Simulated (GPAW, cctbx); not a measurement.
# By hand: from a DFT structure factor to an extinction distance in TlPtAu

TlPtAu, P-62m (no. 189), a = 7.9665 Å, b = 7.9665 Å, c = 3.1753 Å, α = 90.00°, β = 90.00°, γ = 120.00°.

```
atom  mult.    x       y    z
 Tl1      3    0  0.3027    0
 Au1      2  2/3     1/3    0
 Au2      1    0       0  1/2
 Pt1      3    0  0.6292  1/2
```

The cell comes from substitution in a known structure type and wasn't matched to any measured phase.

A DFT run (GPAW, PBE, 450 eV, 7×4×4 k-points (along the axes of the calculation cell), Fermi–Dirac width 0.1 eV) gives the static X-ray structure factor of 001 as 78.242 e for the conventional cell; superposed free atoms give 78.518 e. **Problem.** Find the Fourier component V of the crystal potential and the two-beam extinction distance at 200 kV in both cases.

### 1. Geometry

The cell volume is Ω = 174.52 Å³ and d(001) = 3.1753 Å, so g = 1/d = 0.3149 Å⁻¹.

### 2. The nuclei

Electrons feel nuclei as well as electrons, so the nuclear charges are summed with the same phases.

Phase sums Σ exp(2πi h·x), turned so that the total is real and positive: Tl +3.000, Au +1.000, Pt -3.000. Then F_Z = 81 × (+3.000) + 79 × (+1.000) + 78 × (-3.000) = 88.00 e. The electron term has the same sign for this reflection.

### 3. Mott–Bethe

Poisson's equation, term by term, gives V = (e/4πε₀)(F_Z − F)/(πΩg²), with e/4πε₀ = 14.3996 V Å.

The prefactor is 14.3996 × 3.1753²/(π × 174.52) = 0.26480 V per electron. Free atoms: (88.00 − 78.518) × 0.26480 = 2.511 V. Crystal: (88.00 − 78.242) × 0.26480 = 2.584 V. F changes by -0.35 % and V by +2.9 %: the same 0.28 e is measured against F_Z − F = 9.5 e in place of F = 78.5 e.

### 4. Extinction distance

In the two-beam case ξ = 1/(λU) with U = 2γm₀eV/h², that is ξ = 150.41 V Å²/(γλV).

At 200 kV, λ = 0.02508 Å and γ = 1.3914. Free atoms: ξ = 1717 Å. Crystal: ξ = 1668 Å. The thickness fringes go as sin²(πt/ξ), so the two patterns slip by a quarter of a period when t|1/ξ₁ − 1/ξ₀| = 1/4, at t ≈ 1474 nm, thicker than usual samples. Thermal motion, absorption and many-beam coupling, left out here, change a real pattern.

### 5. Answer

V(001) is 2.58 V against 2.51 V, and ξ is 1668 against 1717 Å. Limits: static atoms, two beams.

[Outputs are excerpts: Python notices, other lines and further rows are left out; steps that failed or that the build refused (PBEsol, TPSS) are not shown.]

[Logs are printed without paths, hosts, clocks, repeated set-up lines and the standing remarks that a program may print on its own settings, such as how far it seeks lower states.]
